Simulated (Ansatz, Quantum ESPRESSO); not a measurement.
# Complex bands of CaO, rock salt type, lattice constant set to 4.767 Å, part 2 of 4

Wanted: the complex band structure of CaO, rock salt type, lattice constant set to 4.767 Å, as for a tunnel barrier.

Quantum ESPRESSO 7.5; plane-wave DFT, LDA, GBRV ultrasoft pseudopotentials; cross-check by Ansatz 0.2.0 with PAW datasets.

So far. Step 2 (SCF with pw.x): The run needed 13 iterations to bring the estimated error under 1e-09 Ry.

## 3. Complex band structure

Level of this step: complex band structure by pwcond; plane-wave DFT, LDA, GBRV ultrasoft pseudopotentials (Quantum ESPRESSO).

ikind = 0 solves one period of the crystal for all kz, real and complex, at each energy and k across. ewind and epsproj trim the two-dimensional plane-wave basis; nz1 sets the subslabs.

Contents of cbs.in:

```
&inputcond
  outdir = './out'
  prefixl = 'scf'
  band_file = 'cbs'
  ikind = 0
  ewind = 4.0
  epsproj = 1e-05
  nz1 = 7
  energy0 = 7.44
  denergy = -0.24
/
4
  0.00000000 0.00000000 1.00000000
  0.50000000 0.00000000 1.00000000
  0.50000000 0.50000000 1.00000000
  0.25000000 0.00000000 1.00000000
40
```

On the command line:

```
> OMP_NUM_THREADS=1 mpirun -n 2 pwcond.x -in cbs.in > cbs.out
```

The program printed:

```text
[banner, memory and clock lines left out]
Program PWCOND v.7.5 starts

          URL

     ./out/scf.save/

     IMPORTANT: XC functional enforced from input :
     Exchange-correlation= PZ
                           (   1   1   0   0   0   0   0)
     Any further DFT definition will be discarded
     Please, verify this is what you really want

     Check: negative core charge=   -0.000003
     Reading collected, re-writing distributed wavefunctions

===== INPUT FILE containing the left lead =====

     GEOMETRY:

     lattice parameter (alat)  =       6.3698  a.u.
     the volume                =     365.5124 (a.u.)^3
     the cross section         =      40.5750 (a.u.)^2
     l of the unit cell        =       1.4142 (alat)
     number of atoms/cell      =            4
     number of atomic types    =            2

     crystal axes: (cart. coord. in units of alat)
               a(1) = (  1.0000  0.0000  0.0000 )
               a(2) = (  0.0000  1.0000  0.0000 )
               a(3) = (  0.0000  0.0000  1.4142 )

   Cartesian axes

     site n.     atom                  positions (alat units)
          1        Ca     tau(  1)=(  0.0000  0.0000  1.4142  )
          2        O      tau(  2)=(  0.5000  0.5000  1.4142  )
          3        Ca     tau(  3)=(  0.5000  0.5000  0.7071  )
          4        O      tau(  4)=(  0.0000  0.0000  0.7071  )

     nr1s                      =           25
     nr2s                      =           25
     nr3s                      =           40
     nr1sx                     =           25
     nr2sx                     =           25
     nr3sx                     =           40
     nr1                       =           30
     nr2                       =           30
     nr3                       =           45
     nr1x                      =           30
     nr2x                      =           30
     nr3x                      =           45

 _______________________________
  Radii of nonlocal spheres:

     type       ibeta     ang. mom.          radius (alat units)
       Ca         1         0                    0.3159
       Ca         2         0                    0.3159
       Ca         3         1                    0.3159
       Ca         4         1                    0.3159
       Ca         5         2                    0.3159
       Ca         6         2                    0.3159
       O          1         0                    0.1967
       O          2         0                    0.1967
       O          3         1                    0.1967
       O          4         1                    0.1967
       O          5         2                    0.1967
----- General information -----

----- Complex band structure calculation -----

     nrx                       =           25
     nry                       =           25
     nz1                       =            7

     energy0               =         7.4E+00
     denergy               =        -2.4E-01
     nenergy               =         40
     ecut2d                =         4.0E+01
     ewind                 =         4.0E+00
     epsproj               =         1.0E-05

     number of k_|| points=    4
                       cryst. coord.
        k(    1) = (   0.0000000   0.0000000), wk =   0.2500000
        k(    2) = (   0.5000000   0.0000000), wk =   0.2500000
        k(    3) = (   0.5000000   0.5000000), wk =   0.2500000
        k(    4) = (   0.2500000   0.0000000), wk =   0.2500000
----- Information about left lead -----

     nocros                   =           31
     noins                    =           31
     norb                     =           93
     norbf                    =           93
     nrz                      =           40

      iorb      type   ibeta   ang. mom.   m       position (alat)
        1        1       1        0        1   taunew(   1)=(  0.0000  0.0000  0.0000)
        2        1       2        0        1   taunew(   2)=(  0.0000  0.0000  0.0000)
        3        1       3        1        1   taunew(   3)=(  0.0000  0.0000  0.0000)
        4        1       3        1        2   taunew(   4)=(  0.0000  0.0000  0.0000)
        5        1       3        1        3   taunew(   5)=(  0.0000  0.0000  0.0000)
        6        1       4        1        1   taunew(   6)=(  0.0000  0.0000  0.0000)
        7        1       4        1        2   taunew(   7)=(  0.0000  0.0000  0.0000)
        8        1       4        1        3   taunew(   8)=(  0.0000  0.0000  0.0000)
        9        1       5        2        1   taunew(   9)=(  0.0000  0.0000  0.0000)
       10        1       5        2        2   taunew(  10)=(  0.0000  0.0000  0.0000)
       11        1       5        2        3   taunew(  11)=(  0.0000  0.0000  0.0000)
       12        1       5        2        4   taunew(  12)=(  0.0000  0.0000  0.0000)
       13        1       5        2        5   taunew(  13)=(  0.0000  0.0000  0.0000)
       14        1       6        2        1   taunew(  14)=(  0.0000  0.0000  0.0000)
       15        1       6        2        2   taunew(  15)=(  0.0000  0.0000  0.0000)
       16        1       6        2        3   taunew(  16)=(  0.0000  0.0000  0.0000)
       17        1       6        2        4   taunew(  17)=(  0.0000  0.0000  0.0000)
       18        1       6        2        5   taunew(  18)=(  0.0000  0.0000  0.0000)
       19        2       1        0        1   taunew(  19)=(  0.5000  0.5000  0.0000)
       20        2       2        0        1   taunew(  20)=(  0.5000  0.5000  0.0000)
       21        2       3        1        1   taunew(  21)=(  0.5000  0.5000  0.0000)
       22        2       3        1        2   taunew(  22)=(  0.5000  0.5000  0.0000)
       23        2       3        1        3   taunew(  23)=(  0.5000  0.5000  0.0000)
       24        2       4        1        1   taunew(  24)=(  0.5000  0.5000  0.0000)
       25        2       4        1        2   taunew(  25)=(  0.5000  0.5000  0.0000)
       26        2       4        1        3   taunew(  26)=(  0.5000  0.5000  0.0000)
       27        2       5        2        1   taunew(  27)=(  0.5000  0.5000  0.0000)
       28        2       5        2        2   taunew(  28)=(  0.5000  0.5000  0.0000)
       29        2       5        2        3   taunew(  29)=(  0.5000  0.5000  0.0000)
       30        2       5        2        4   taunew(  30)=(  0.5000  0.5000  0.0000)
       31        2       5        2        5   taunew(  31)=(  0.5000  0.5000  0.0000)
       32        1       1        0        1   taunew(  32)=(  0.5000  0.5000  0.7071)
       33        1       2        0        1   taunew(  33)=(  0.5000  0.5000  0.7071)
       34        1       3        1        1   taunew(  34)=(  0.5000  0.5000  0.7071)
       35        1       3        1        2   taunew(  35)=(  0.5000  0.5000  0.7071)
       36        1       3        1        3   taunew(  36)=(  0.5000  0.5000  0.7071)
       37        1       4        1        1   taunew(  37)=(  0.5000  0.5000  0.7071)
       38        1       4        1        2   taunew(  38)=(  0.5000  0.5000  0.7071)
       39        1       4        1        3   taunew(  39)=(  0.5000  0.5000  0.7071)
       40        1       5        2        1   taunew(  40)=(  0.5000  0.5000  0.7071)
       41        1       5        2        2   taunew(  41)=(  0.5000  0.5000  0.7071)
       42        1       5        2        3   taunew(  42)=(  0.5000  0.5000  0.7071)
       43        1       5        2        4   taunew(  43)=(  0.5000  0.5000  0.7071)
       44        1       5        2        5   taunew(  44)=(  0.5000  0.5000  0.7071)
       45        1       6        2        1   taunew(  45)=(  0.5000  0.5000  0.7071)
       46        1       6        2        2   taunew(  46)=(  0.5000  0.5000  0.7071)
       47        1       6        2        3   taunew(  47)=(  0.5000  0.5000  0.7071)
       48        1       6        2        4   taunew(  48)=(  0.5000  0.5000  0.7071)
       49        1       6        2        5   taunew(  49)=(  0.5000  0.5000  0.7071)
       50        2       1        0        1   taunew(  50)=(  0.0000  0.0000  0.7071)
       51        2       2        0        1   taunew(  51)=(  0.0000  0.0000  0.7071)
       52        2       3        1        1   taunew(  52)=(  0.0000  0.0000  0.7071)
       53        2       3        1        2   taunew(  53)=(  0.0000  0.0000  0.7071)
       54        2       3        1        3   taunew(  54)=(  0.0000  0.0000  0.7071)
       55        2       4        1        1   taunew(  55)=(  0.0000  0.0000  0.7071)
       56        2       4        1        2   taunew(  56)=(  0.0000  0.0000  0.7071)
       57        2       4        1        3   taunew(  57)=(  0.0000  0.0000  0.7071)
       58        2       5        2        1   taunew(  58)=(  0.0000  0.0000  0.7071)
       59        2       5        2        2   taunew(  59)=(  0.0000  0.0000  0.7071)
       60        2       5        2        3   taunew(  60)=(  0.0000  0.0000  0.7071)
       61        2       5        2        4   taunew(  61)=(  0.0000  0.0000  0.7071)
       62        2       5        2        5   taunew(  62)=(  0.0000  0.0000  0.7071)
       63        1       1        0        1   taunew(  63)=(  0.0000  0.0000  1.4142)
       64        1       2        0        1   taunew(  64)=(  0.0000  0.0000  1.4142)
       65        1       3        1        1   taunew(  65)=(  0.0000  0.0000  1.4142)
       66        1       3        1        2   taunew(  66)=(  0.0000  0.0000  1.4142)
       67        1       3        1        3   taunew(  67)=(  0.0000  0.0000  1.4142)
       68        1       4        1        1   taunew(  68)=(  0.0000  0.0000  1.4142)
       69        1       4        1        2   taunew(  69)=(  0.0000  0.0000  1.4142)
       70        1       4        1        3   taunew(  70)=(  0.0000  0.0000  1.4142)
       71        1       5        2        1   taunew(  71)=(  0.0000  0.0000  1.4142)
       72        1       5        2        2   taunew(  72)=(  0.0000  0.0000  1.4142)
       73        1       5        2        3   taunew(  73)=(  0.0000  0.0000  1.4142)
       74        1       5        2        4   taunew(  74)=(  0.0000  0.0000  1.4142)
       75        1       5        2        5   taunew(  75)=(  0.0000  0.0000  1.4142)
       76        1       6        2        1   taunew(  76)=(  0.0000  0.0000  1.4142)
       77        1       6        2        2   taunew(  77)=(  0.0000  0.0000  1.4142)
       78        1       6        2        3   taunew(  78)=(  0.0000  0.0000  1.4142)
       79        1       6        2        4   taunew(  79)=(  0.0000  0.0000  1.4142)
       80        1       6        2        5   taunew(  80)=(  0.0000  0.0000  1.4142)
       81        2       1        0        1   taunew(  81)=(  0.5000  0.5000  1.4142)
       82        2       2        0        1   taunew(  82)=(  0.5000  0.5000  1.4142)
       83        2       3        1        1   taunew(  83)=(  0.5000  0.5000  1.4142)
       84        2       3        1        2   taunew(  84)=(  0.5000  0.5000  1.4142)
       85        2       3        1        3   taunew(  85)=(  0.5000  0.5000  1.4142)
       86        2       4        1        1   taunew(  86)=(  0.5000  0.5000  1.4142)
       87        2       4        1        2   taunew(  87)=(  0.5000  0.5000  1.4142)
       88        2       4        1        3   taunew(  88)=(  0.5000  0.5000  1.4142)
       89        2       5        2        1   taunew(  89)=(  0.5000  0.5000  1.4142)
       90        2       5        2        2   taunew(  90)=(  0.5000  0.5000  1.4142)
       91        2       5        2        3   taunew(  91)=(  0.5000  0.5000  1.4142)
       92        2       5        2        4   taunew(  92)=(  0.5000  0.5000  1.4142)
       93        2       5        2        5   taunew(  93)=(  0.5000  0.5000  1.4142)
 ngper, shell number =          137          22
 ngper, n2d =          137          85
---  E-Ef =    7.4400000  k =    0.0000000   0.0000000
---  ie =          1  ik =          1
 Nchannels of the left tip =            3
 Right moving states:
   k1(2pi/a)   k2(2pi/a)   E-Ef (eV)
  -0.3391604  -0.0000000   7.4400000
   0.3768364  -0.0000000   7.4400000
   0.3768364  -0.0000000   7.4400000
 Left moving states:
   k1(2pi/a)   k2(2pi/a)   E-Ef (eV)
   0.3391603  -0.0000000   7.4400000
  -0.3768364  -0.0000000   7.4400000
  -0.3768364  -0.0000000   7.4400000

---  E-Ef =    7.2000000  k =    0.0000000   0.0000000
---  ie =          2  ik =          1
 Nchannels of the left tip =            3
 Right moving states:
   k1(2pi/a)   k2(2pi/a)   E-Ef (eV)
   0.3326884  -0.0000000   7.2000000
   0.3326884  -0.0000000   7.2000000
  -0.3921662  -0.0000000   7.2000000
 Left moving states:
   k1(2pi/a)   k2(2pi/a)   E-Ef (eV)
  -0.3326884  -0.0000000   7.2000000
  -0.3326884  -0.0000000   7.2000000
   0.3921662  -0.0000000   7.2000000
[... further energies and points left out ...]
---  E-Ef =   -1.6800000  k =    0.2500000   0.0000000
---  ie =         39  ik =          4
 Nchannels of the left tip =            2
 Right moving states:
   k1(2pi/a)   k2(2pi/a)   E-Ef (eV)
  -0.1781027   0.0000000  -1.6800000
  -0.2779202  -0.0000000  -1.6800000
 Left moving states:
   k1(2pi/a)   k2(2pi/a)   E-Ef (eV)
   0.1781028   0.0000000  -1.6800000
   0.2779202   0.0000000  -1.6800000

---  E-Ef =   -1.9200000  k =    0.2500000   0.0000000
---  ie =         40  ik =          4
 Nchannels of the left tip =            2
 Right moving states:
   k1(2pi/a)   k2(2pi/a)   E-Ef (eV)
  -0.2803616  -0.0000000  -1.9200000
  -0.3671886  -0.0000000  -1.9200000
 Left moving states:
   k1(2pi/a)   k2(2pi/a)   E-Ef (eV)
   0.2803616   0.0000000  -1.9200000
   0.3671886   0.0000000  -1.9200000

Note: The following floating-point exceptions are signalling: IEEE_UNDERFLOW_FLAG IEEE_DENORMAL
Note: The following floating-point exceptions are signalling: IEEE_UNDERFLOW_FLAG IEEE_DENORMAL
```

Run time: 52 s. Hardware: 2 MPI ranks of AMD EPYC 9R14 (Zen 4), shared host; peak memory 0.14 GiB; 1.7 min of CPU time.

Numbers from this step:

* peak of the smallest κ at the zone centre: 0.306 Å⁻¹
* energy of the peak at the zone centre: 2.4 eV
* peak of the smallest κ at (1/2, 0): 0.588 Å⁻¹
* peak of the smallest κ at (1/2, 1/2): 0.383 Å⁻¹
* peak of the smallest κ at (1/4, 0): 0.401 Å⁻¹

K across = (0, 0) in the cell's reciprocal vectors; values within 0.0025 1/Å of each other count once, columns are sorted by size at each energy, a dash where no further value was kept. The Im kz of the slowest decaying states by energy, zero at the highest filled level of the SCF mesh:

| energy (eV) | decay 1 (Å⁻¹) | decay 2 (Å⁻¹) | decay 3 (Å⁻¹) |
| --- | --- | --- | --- |
| -1.92 | 0.153 | 0.977 | 1.31 |
| -1.68 | 0.933 | 1.28 | 1.58 |
| -1.44 | 0.882 | 1.25 | 1.56 |
| -1.20 | 0.159 | 0.822 | 1.22 |
| -0.96 | 0.272 | 0.747 | 1.19 |
| -0.72 | 0.338 | 0.644 | 1.16 |
| -0.48 | 0.384 | 0.457 | 1.13 |
| -0.24 | 0.419 | 0.589 | 1.1 |
| 0.00 | 0.012 | 0.448 | 0.747 |
| 0.24 | 0.14 | 0.363 | 0.471 |
| 0.72 | 0.224 | 0.508 | 0.519 |
| 0.96 | 0.249 | 0.523 | 0.555 |
| 1.20 | 0.268 | 0.535 | 0.579 |
| 1.44 | 0.282 | 0.546 | 0.594 |
| 1.68 | 0.292 | 0.555 | 0.604 |
| 1.92 | 0.299 | 0.563 | 0.609 |
| 2.16 | 0.304 | 0.57 | 0.61 |
| 2.40 | 0.306 | 0.575 | 0.608 |
| 2.64 | 0.305 | 0.542 | 0.58 |
| 2.88 | 0.302 | 0.46 | 0.584 |
| 3.12 | 0.296 | 0.357 | 0.585 |
| 3.36 | 0.205 | 0.287 | 0.573 |
| 3.60 | 0.273 | 0.558 | 0.589 |
| 3.84 | 0.256 | 0.541 | 0.59 |
| 4.08 | 0.231 | 0.521 | 0.589 |
| 4.32 | 0.197 | 0.498 | 0.588 |
| 4.56 | 0.143 | 0.472 | 0.586 |
| 4.80 | 0.443 | 0.584 | 0.708 |
| 5.28 | 0.369 | 0.576 | 0.613 |
| 5.52 | 0.322 | 0.566 | 0.571 |
| 5.76 | 0.262 | 0.521 | 0.565 |
| 6.00 | 0.177 | 0.477 | 0.558 |
| 6.24 | 0.088 | 0.435 | 0.549 |
| 6.48 | 0.211 | 0.394 | 0.54 |
| 6.72 | 0.278 | 0.353 | 0.529 |
| 6.96 | 0.309 | 0.326 | 0.517 |
| 7.20 | 0.26 | 0.362 | 0.502 |
| 7.44 | 0.202 | 0.392 | 0.466 |

K across = (0, 0) in the cell's reciprocal vectors. Re kz of states that move upwards against energy, zero at the highest filled level of the SCF mesh:

| energy (eV) | channel 1 (Å⁻¹) | channel 2 (Å⁻¹) | channel 3 (Å⁻¹) |
| --- | --- | --- | --- |
| -1.92 | - | - | - |
| -1.44 | -0.497 | -0.200 | - |
| -0.96 | -0.352 | - | - |
| -0.48 | -0.224 | - | - |
| -0.24 | -0.520 | -0.520 | -0.151 |
| 0.00 | - | - | - |
| 0.24 | - | - | - |
| 0.72 | - | - | - |
| 1.20 | - | - | - |
| 1.68 | - | - | - |
| 2.16 | - | - | - |
| 2.64 | - | - | - |
| 2.88 | - | - | - |
| 3.36 | - | - | - |
| 3.84 | 0.368 | - | - |
| 4.32 | 0.570 | - | - |
| 4.80 | -0.589 | 0.0436 | - |
| 5.28 | -0.442 | 0.253 | - |
| 5.76 | -0.284 | 0.395 | - |
| 6.00 | -0.184 | 0.464 | - |
| 6.48 | 0.223 | 0.223 | 0.600 |
| 6.96 | -0.584 | 0.376 | 0.376 |
| 7.44 | -0.447 | 0.497 | 0.497 |

K across = (1/2, 0) in the cell's reciprocal vectors; values within 0.0025 1/Å of each other count once, columns are sorted by size at each energy, a dash where no further value was kept. Table of Im kz of the slowest decaying states by energy, zero at the highest filled level of the SCF mesh:

| energy (eV) | decay 1 (Å⁻¹) | decay 2 (Å⁻¹) | decay 3 (Å⁻¹) |
| --- | --- | --- | --- |
| -1.92 | 0.266 | 0.555 | 0.725 |
| -1.68 | 0.367 | 0.451 | 0.625 |
| -1.44 | 0.298 | 0.442 | 0.457 |
| -1.20 | 0.502 | 1.93 | 2.52 |
| -0.96 | 0.464 | 0.55 | 1.91 |
| -0.72 | 0.212 | 0.587 | 0.59 |
| -0.48 | 0.31 | 0.616 | 0.66 |
| -0.24 | 0.365 | 0.637 | 0.706 |
| 0.00 | 0.404 | 0.652 | 0.738 |
| 0.24 | 0.432 | 0.663 | 0.762 |
| 0.72 | 0.474 | 0.674 | 0.793 |
| 0.96 | 0.49 | 0.675 | 0.803 |
| 1.20 | 0.504 | 0.674 | 0.809 |
| 1.44 | 0.516 | 0.669 | 0.814 |
| 1.68 | 0.527 | 0.663 | 0.816 |
| 1.92 | 0.538 | 0.653 | 0.816 |
| 2.16 | 0.549 | 0.64 | 0.815 |
| 2.40 | 0.562 | 0.622 | 0.812 |
| 2.64 | 0.588 | 0.808 | 1.59 |
| 2.88 | 0.583 | 0.803 | 1.56 |
| 3.12 | 0.576 | 0.796 | 1.54 |
| 3.36 | 0.568 | 0.788 | 1.51 |
| 3.60 | 0.559 | 0.779 | 1.49 |
| 3.84 | 0.548 | 0.768 | 1.46 |
| 4.08 | 0.536 | 0.757 | 1.43 |
| 4.32 | 0.522 | 0.744 | 1.40 |
| 4.56 | 0.507 | 0.73 | 1.37 |
| 4.80 | 0.489 | 0.715 | 1.33 |
| 5.28 | 0.445 | 0.679 | 1.26 |
| 5.52 | 0.418 | 0.658 | 1.22 |
| 5.76 | 0.386 | 0.636 | 1.18 |
| 6.00 | 0.346 | 0.611 | 1.13 |
| 6.24 | 0.291 | 0.583 | 1.08 |
| 6.48 | 0.31 | 0.551 | 1.02 |
| 6.72 | 0.299 | 0.515 | 0.945 |
| 6.96 | 0.264 | 0.472 | 0.852 |
| 7.20 | 0.179 | 0.209 | 0.421 |
| 7.44 | 0.354 | 0.457 | 0.531 |

K across = (1/2, 1/2) in the cell's reciprocal vectors; values within 0.0025 1/Å of each other count once, columns are sorted by size at each energy, a dash where no further value was kept. Table of Im kz of the slowest decaying states by energy, zero at the highest filled level of the SCF mesh:

| energy (eV) | decay 1 (Å⁻¹) | decay 2 (Å⁻¹) | decay 3 (Å⁻¹) |
| --- | --- | --- | --- |
| -1.92 | 0.312 | 0.785 | 2.04 |
| -1.68 | 0.244 | 0.702 | 2.02 |
| -1.44 | 0.131 | 0.572 | 2.01 |
| -1.20 | 0.748 | 1.99 | 2.34 |
| -0.96 | 0.872 | 1.97 | 2.33 |
| -0.72 | 0.941 | 1.95 | 2.31 |
| -0.48 | 0.988 | 1.93 | 2.30 |
| -0.24 | 0.143 | 0.18 | 1.02 |
| 0.00 | 0.229 | 0.277 | 1.05 |
| 0.24 | 0.282 | 0.327 | 1.07 |
| 0.72 | 0.351 | 0.373 | 1.11 |
| 0.96 | 0.375 | 0.381 | 1.12 |
| 1.20 | 0.383 | 0.395 | 1.13 |
| 1.44 | 0.378 | 0.411 | 1.14 |
| 1.68 | 0.369 | 0.424 | 1.15 |
| 1.92 | 0.355 | 0.436 | 1.15 |
| 2.16 | 0.336 | 0.445 | 1.16 |
| 2.40 | 0.312 | 0.453 | 1.16 |
| 2.64 | 0.282 | 0.459 | 1.16 |
| 2.88 | 0.243 | 0.463 | 1.16 |
| 3.12 | 0.192 | 0.467 | 1.16 |
| 3.36 | 0.112 | 0.469 | 1.16 |
| 3.60 | 0.47 | 1.16 | 1.54 |
| 3.84 | 0.47 | 1.16 | 1.51 |
| 4.08 | 0.469 | 1.16 | 1.49 |
| 4.32 | 0.467 | 1.16 | 1.46 |
| 4.56 | 0.464 | 1.15 | 1.43 |
| 4.80 | 0.459 | 1.15 | 1.40 |
| 5.28 | 0.448 | 1.14 | 1.33 |
| 5.52 | 0.44 | 1.14 | 1.30 |
| 5.76 | 0.431 | 1.13 | 1.26 |
| 6.00 | 0.421 | 1.12 | 1.23 |
| 6.24 | 0.409 | 1.12 | 1.19 |
| 6.48 | 0.395 | 1.11 | 1.14 |
| 6.72 | 0.379 | 1.10 | 1.10 |
| 6.96 | 0.361 | 1.05 | 1.10 |
| 7.20 | 0.339 | 0.993 | 1.09 |
| 7.44 | 0.312 | 0.933 | 1.08 |

K across = (1/4, 0) in the cell's reciprocal vectors; values within 0.0025 1/Å of each other count once, columns are sorted by size at each energy, a dash where no further value was kept. Table of Im kz of the slowest decaying states by energy, zero at the highest filled level of the SCF mesh:

| energy (eV) | decay 1 (Å⁻¹) | decay 2 (Å⁻¹) | decay 3 (Å⁻¹) |
| --- | --- | --- | --- |
| -1.92 | 0.756 | 0.859 | 1.52 |
| -1.44 | 0.58 | 0.722 | 1.47 |
| -0.96 | 0.287 | 0.42 | 1.42 |
| -0.48 | 0.325 | 0.443 | 0.474 |
| -0.24 | 0.088 | 0.46 | 0.477 |
| 0.00 | 0.2 | 0.478 | 0.553 |
| 0.24 | 0.254 | 0.495 | 0.587 |
| 0.72 | 0.318 | 0.522 | 0.617 |
| 1.20 | 0.355 | 0.544 | 0.627 |
| 1.68 | 0.378 | 0.56 | 0.626 |
| 2.16 | 0.393 | 0.571 | 0.614 |
| 2.64 | 0.4 | 0.579 | 0.593 |
| 2.88 | 0.401 | 0.58 | 0.664 |
| 3.36 | 0.399 | 0.546 | 0.584 |
| 3.84 | 0.393 | 0.503 | 0.584 |
| 4.32 | 0.387 | 0.441 | 0.573 |
| 4.80 | 0.347 | 0.369 | 0.526 |
| 5.28 | 0.304 | 0.467 | 0.568 |
| 5.76 | 0.195 | 0.389 | 0.558 |
| 6.00 | 0.115 | 0.34 | 0.553 |
| 6.48 | 0.149 | 0.188 | 0.545 |
| 6.96 | 0.156 | 0.571 | 0.674 |
| 7.44 | 0.228 | 0.508 | 0.515 |

The program's own clock; routines nest. Time by routine:

| routine | wall time (s) | calls |
| --- | --- | --- |
| PWCOND | 51.29 | 1 |
| scatter_forw | 32.57 | 160 |
| compbs | 17.79 | 160 |
| compbs_2 | 16.66 | 160 |
| init | 0.51 | 1 |
| local | 0.4 | 4 |
| poten | 0.07 | 1 |

[end of part 2 of 4]

[Logs are printed without paths, hosts, clocks, repeated set-up lines and the standing remarks that a program may print on its own settings, such as how far it seeks lower states.]

[Hosts, paths, dates, database ids (printed as entryN), source tags and the programs' standing remarks are cut or masked in the printed files.]

[Maps of the electrostatic potential energy from Ansatz leave out the sawtooth potential of an applied field or a dipole correction, so their vacuum need not be flat; planar profiles and work functions include it.]
